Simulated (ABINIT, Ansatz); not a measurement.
# SnO2 (Cassiterite): one start, several treatments of the self-energy, part 2 of 2

How much does the gap of SnO2 (Cassiterite) depend on the approximation to the self-energy?

ABINIT 10.8.3; PBE and many-body steps on it, plane waves. Known limits of the many-body steps: not at the basis limit; no spin-orbit coupling; coarse k mesh.

So far. Step 5 (G0W0, von der Linden-Horsch plasmon pole): Against G0W0 in ABINIT (4×4×4 mesh, 121 bands, screening to 141.5 eV, Godby-Needs plasmon pole), the gap moves by −0.010 eV. Step 6 (G0W0, Hybertsen-Louie plasmon pole): Against G0W0 in ABINIT (4×4×4 mesh, 121 bands, screening to 141.5 eV, Godby-Needs plasmon pole), the gap moves by +0.231 eV.

### 7. One-shot Hartree-Fock

This step: one-shot Hartree-Fock on PBE, plane waves, norm-conserving pseudopotentials.

run.abi reads:

```
acell 3*1.0 Angstrom
rprim 
  4.738000000000 0.000000000000 0.000000000000
  0.000000000000 4.738000000000 0.000000000000
  0.000000000000 0.000000000000 3.186500000000
ntypat 2
znucl 50 8
natom 6
typat 1 1 2 2 2 2
xred 
  0.000000000000 0.000000000000 0.000000000000
  0.500000000000 0.500000000000 0.500000000000
  0.307100000000 0.307100000000 0.000000000000
  0.192900000000 0.807100000000 0.500000000000
  0.692900000000 0.692900000000 0.000000000000
  0.807100000000 0.192900000000 0.500000000000
pp_dirpath "pseudos"
pseudos "Sn.upf, O.upf"
ecut 42
ngkpt 4 4 4
nshiftk 1
shiftk 0 0 0
kptopt 1
chksymbreak 0
istwfk *1
occopt 1
irdwfk 1
optdriver 4
nband 38
gwcalctyp 5
ecutsigx 42
symsigma 1
nkptgw 1
kptgw 
  0.0000000000 0.0000000000 0.0000000000
bdgw 
  32 36
ixc_sigma 40
fftgw 31
indata_prefix "in"
outdata_prefix "out"
tmpdata_prefix "tmp"
```

The run is started by

```console
OMP_NUM_THREADS=1 mpirun -n 8 abinit run.abi > log
```

Numbers of over 12 decimals in the logs are rounded to 6 here.

The log of the run:

```text
.Version 10.8.3 of ABINIT. v10.8.2 released Aug 2026.

 Symmetries : space group P4_2/m n m (#136); Bravais tP (primitive tetrag.)
[... echo of the input left out ...]
== DATASET  1 ==================================================================
-   mpi_nproc: 8, omp_nthreads: 1 (-1 if OMP is not activated)

--- !DatasetInfo
iteration_state: {dtset: 1, }
dimensions: {natom: 6, nkpt: 18, mband: 38, nsppol: 1, nspinor: 1, nspden: 1, mpw: 6312, }
cutoff_energies: {ecut:  42.0, pawecutdg:  -1.0, }
[...]
34   6.777 -20.351 -26.231   0.000   1.000   0.000 -26.231  -5.880   0.897
       35   8.061 -16.498 -12.586   0.000   1.000   0.000 -12.586   3.912  11.973
       36  12.920 -16.302 -10.641   0.000   1.000   0.000 -10.641   5.660  18.580

== END DATASET(S) ==============================================================
================================================================================

 -outvars: echo values of variables after computation  --------
           etotal      0.0000000000E+00
            nband          38
             nkpt          18
          spgroup         136
 [... the other variables as echoed above ...]

 Calculation completed.
```

Wall time 3.5 s (8 MPI ranks of Arm Neoverse V1, shared host); peak memory 2 GiB.

Numbers from this step:

```
quasiparticle gap on the points computed              : 11.08 eV
starting gap on the mesh                              : 1.284 eV
k of the valence top                                  : 0, 0, 0
k of the conduction bottom                            : 0, 0, 0
least direct quasiparticle gap on the computed points : 11.08 eV
```

Against G0W0 in ABINIT (4×4×4 mesh, 121 bands, screening to 141.5 eV, Godby-Needs plasmon pole), the gap moves by +8.351 eV.

### 8. Screening, 4×4×4 mesh, 121 bands, screening to 141.5 eV

This step: RPA screening on PBE, plane waves, norm-conserving pseudopotentials.

Edit run.abi of step 7 so:

```diff
@@ -27,14 +27,14 @@
 irdwfk 1
-optdriver 4
-nband 38
-gwcalctyp 5
-ecutsigx 42
-symsigma 1
-nkptgw 1
-kptgw 
-  0.0000000000 0.0000000000 0.0000000000
-bdgw 
-  32 36
-ixc_sigma 40
-fftgw 31
+optdriver 3
+nband 121
+ecuteps 5.2
+inclvkb 2
+awtr 1
+symchi 1
+gwcalctyp 2
+nfreqre 16
+freqremax 40 eV
+nfreqim 8
+spmeth 1
+nomegasf 120
 indata_prefix "in"
```

The log of the run:

```text
.Version 10.8.3 of ABINIT. v10.8.2 released Aug 2026.

 Symmetries : space group P4_2/m n m (#136); Bravais tP (primitive tetrag.)
[... echo of the input left out ...]
== DATASET  1 ==================================================================
-   mpi_nproc: 8, omp_nthreads: 1 (-1 if OMP is not activated)

--- !DatasetInfo
iteration_state: {dtset: 1, }
dimensions: {natom: 6, nkpt: 18, mband: 121, nsppol: 1, nspinor: 1, nspden: 1, mpw: 6312, }
cutoff_energies: {ecut:  42.0, pawecutdg:  -1.0, }
electrons: {nelect:   6.80000000E+01, charge:   0.00000000E+00, occopt:   1.00000000E+00, tsmear:   1.00000000E-02, }

 SCREENING: Calculation of the susceptibility and dielectric matrices

 Based on a program developped by R.W. Godby, V. Olevano, G. Onida, and L. Reining.
 Incorporated in ABINIT by V. Olevano, G.-M. Rignanese, and M. Torrent.
.Using double precision arithmetic ; gwpc =  8

[... cell and pseudopotentials left out ...]
--------------------------------------------------------------------------------

 ==== K-mesh for the wavefunctions ====
 Number of points in the irreducible wedge :    18
[... list of points left out ...]
 Together with 16 symmetry operations and time-reversal symmetry
 yields    64 points in the full Brillouin Zone.

 ==== Q-mesh for the screening function ====
 Number of points in the irreducible wedge :    18
[... list of points left out ...]
 Together with 16 symmetry operations and time-reversal symmetry
 yields    64 points in the full Brillouin Zone.

 setmesh: FFT mesh size selected  =    36x   36x   24
          total number of points  =        31104

 vcoul_init : cutoff-mode = AUXILIARY_FUNCTION
 q-points for optical limit:   1
     1)      0.000010    0.000020    0.000030

- screening: taking advantage of time-reversal symmetry
- Maximum band index for partially occupied states nbvw = 34
- Remaining bands to be divided among processors   nbcw = 87
- Number of bands treated by each node ~10

 Number of electrons calculated from density =   68.0000; Expected =   68.0000
 average of density, n =  0.140867
 r_s =    1.1923
 omega_plasma =   36.2043 [eV]

 calculating chi0 at frequencies [eV] :
  1    0.000000E+00    0.000000E+00
  2    2.666667E+00    0.000000E+00
  3    5.333333E+00    0.000000E+00
[...]
23    0.000000E+00    9.220596E+01
 24    0.000000E+00    1.298270E+02

--------------------------------------------------------------------------------
  q-point number  1        q = ( 0.000000, 0.000000, 0.000000) [r.l.u.]
--------------------------------------------------------------------------------
[... chi0 elements left out ...]
  [... further frequencies ...]

 No. of calculated frequencies >  15, stop printing
 For q-point:  0.000010 0.000020 0.000030
  dielectric constant =   4.7095
  dielectric constant without local fields =   4.9333

  Average fulfillment of the sum rule on Im[epsilon] for q-point    1 :     47.01  [%]
[... wings left out ...]
  q-point number  2        q = ( 0.250000, 0.000000, 0.000000) [r.l.u.]
--------------------------------------------------------------------------------
[... chi0 elements left out ...]
  [... further frequencies ...]

 No. of calculated frequencies >  15, stop printing
  Average fulfillment of the sum rule on Im[epsilon] for q-point    2 :     61.21  [%]

 [... 16 further q-points ...]
```

Elapsed: 5 min, on 8 MPI ranks; peak memory 5.8 GiB.

Numbers from this step:

* ε∞ with local fields, on this mesh, along the program's q direction: 4.710
* the same without local fields: 4.933
* plasma frequency: 36.20 eV
* plane waves in the screening matrix: 275

### 9. G0W0, contour deformation

This step: G0W0 on PBE, plane waves, norm-conserving pseudopotentials.

Edit run.abi of step 8 so:

```diff
@@ -27,14 +27,15 @@
 irdwfk 1
-optdriver 3
+optdriver 4
 nband 121
+gwcalctyp 2
+ecutsigx 42
+symsigma 1
+nkptgw 1
+kptgw 
+  0.0000000000 0.0000000000 0.0000000000
+bdgw 
+  32 36
 ecuteps 5.2
-inclvkb 2
-awtr 1
-symchi 1
-gwcalctyp 2
-nfreqre 16
-freqremax 40 eV
-nfreqim 8
-spmeth 1
-nomegasf 120
+irdscr 1
+gwmem 01
 indata_prefix "in"
```

The log of the run:

```text
.Version 10.8.3 of ABINIT. v10.8.2 released Aug 2026.

 Symmetries : space group P4_2/m n m (#136); Bravais tP (primitive tetrag.)
[... echo of the input left out ...]
== DATASET  1 ==================================================================
-   mpi_nproc: 8, omp_nthreads: 1 (-1 if OMP is not activated)

--- !DatasetInfo
iteration_state: {dtset: 1, }
dimensions: {natom: 6, nkpt: 18, mband: 121, nsppol: 1, nspinor: 1, nspden: 1, mpw: 6312, }
cutoff_energies: {ecut:  42.0, pawecutdg:  -1.0, }
[...]
33   6.013 -20.016 -25.535   5.050   0.750  -0.333 -20.368  -0.352   5.661
[...]
36  12.920 -16.302 -10.641  -3.759   0.803  -0.246 -14.776   1.526  14.446
       36   0.000   0.000   0.000  -0.007   0.000   0.000  -0.006  -0.006  -0.006

== END DATASET(S) ==============================================================
================================================================================

 -outvars: echo values of variables after computation  --------
           etotal      0.0000000000E+00
            nband         121
             nkpt          18
          spgroup         136
 [... the other variables as echoed above ...]

 Calculation completed.
```

Wall time 8 s (8 MPI ranks); peak memory 2.2 GiB.

This step gave:

```yaml
g0w0_gap_on_the_points_computed: 2.677 eV
starting_gap_on_the_mesh: 1.284 eV
k_of_the_valence_top: 0, 0, 0
k_of_the_conduction_bottom: 0, 0, 0
least_direct_g0w0_gap_on_the_computed_points: 2.677 eV
```

Against G0W0 in ABINIT (4×4×4 mesh, 121 bands, screening to 141.5 eV, Godby-Needs plasmon pole), the gap moves by −0.048 eV.

### 10. Side by side

Times are wall times on 8 MPI ranks of Arm Neoverse V1, shared host, good to a factor of about two. A run's time includes the screening step that it read.

```tsv
run	mesh	bands	screening cutoff (eV)	DFT gap (eV)	gap on the mesh (eV)	direct (eV)	ε∞ used	time
G0W0, Godby-Needs plasmon pole	4×4×4	121	141.5	1.284	2.725	2.725	4.59	3.4 min
G0W0, von der Linden-Horsch plasmon pole	4×4×4	121	141.5	1.284	2.715	2.715	4.59	3.3 min
G0W0, Hybertsen-Louie plasmon pole	4×4×4	121	141.5	1.284	2.956	2.956	4.59	3.4 min
one-shot Hartree-Fock	4×4×4	-	-	1.284	11.076	11.076	-	3.5 s
G0W0, contour deformation	4×4×4	121	141.5	1.284	2.677	2.677	4.71	5.1 min
```

### 11. Results

| Item | Value |
| --- | --- |
| G0W0, Godby-Needs plasmon pole | 2.725 eV |
| G0W0, von der Linden-Horsch plasmon pole | 2.715 eV |
| G0W0, Hybertsen-Louie plasmon pole | 2.956 eV |
| one-shot Hartree-Fock | 11.076 eV |
| G0W0, contour deformation | 2.677 eV |
| known limits | not at the basis limit; no spin-orbit coupling; coarse k mesh |

G0W0, von der Linden-Horsch plasmon pole: −0.010 eV against G0W0, Godby-Needs plasmon pole. G0W0, Hybertsen-Louie plasmon pole: +0.231 eV against G0W0, Godby-Needs plasmon pole. One-shot Hartree-Fock: +8.351 eV against G0W0, Godby-Needs plasmon pole. G0W0, contour deformation: −0.048 eV against G0W0, Godby-Needs plasmon pole. Bare exchange alone opens the gap to 11.08 eV; against G0W0, correlation takes back 8.35 eV. Against experiment, by G0W0, Godby-Needs plasmon pole: the gap of 2.73 eV lies −0.87 eV from the measured 3.6 eV (kind not stated, quoted 2022). These are gaps on the mesh, at modest bands and cutoff. The calculation has static nuclei and no excitons; a measured gap holds zero-point and thermal motion, which mostly lowers it. Against the values above the computed gap that would widen the miss. An edge that is forbidden or weak in absorption could explain it, and so could too strong a screening: the start's gap is only 1.28 eV, the mesh is coarse, and one shot does not repair that. Bands and cutoff are finite, so the gap is not at the basis limit. The miss can reach some tenths of an eV and take either sign; the mesh is an error of its own. In the G0W0 runs levels were corrected at 1 k point alone, so a gap called «on the mesh» is the least over those, and an edge elsewhere would be missed. The 4×4×4 mesh is coarse for this cell, which bears on the long-range parts of exchange and screening. The many-body steps are scalar-relativistic: spin-orbit coupling is not in them.

[Paths, hosts, dates, memory and timing lines, banners, echoed tables and standing remarks are left out of the program output.]

[Logs are printed without paths, hosts, clocks, repeated set-up lines and the standing remarks that a program may print on its own settings, such as how far it seeks lower states.]

[Runs of the session that timed out or met a known fault of the program may be left out.]

[Hosts, paths, dates, database ids (printed as entryN), source tags and the programs' standing remarks are cut or masked in the printed files.]

[G0W0 gaps are taken among the corrected bands and points alone; a level outside them can change the order at an edge.]

[Where Ansatz stands beside ABINIT at settings called matched, ABINIT's density can come from a denser mesh and the files from another edition; pairs whose starting gaps differed by over 0.03 eV were left out, so agreement reads better than it is.]
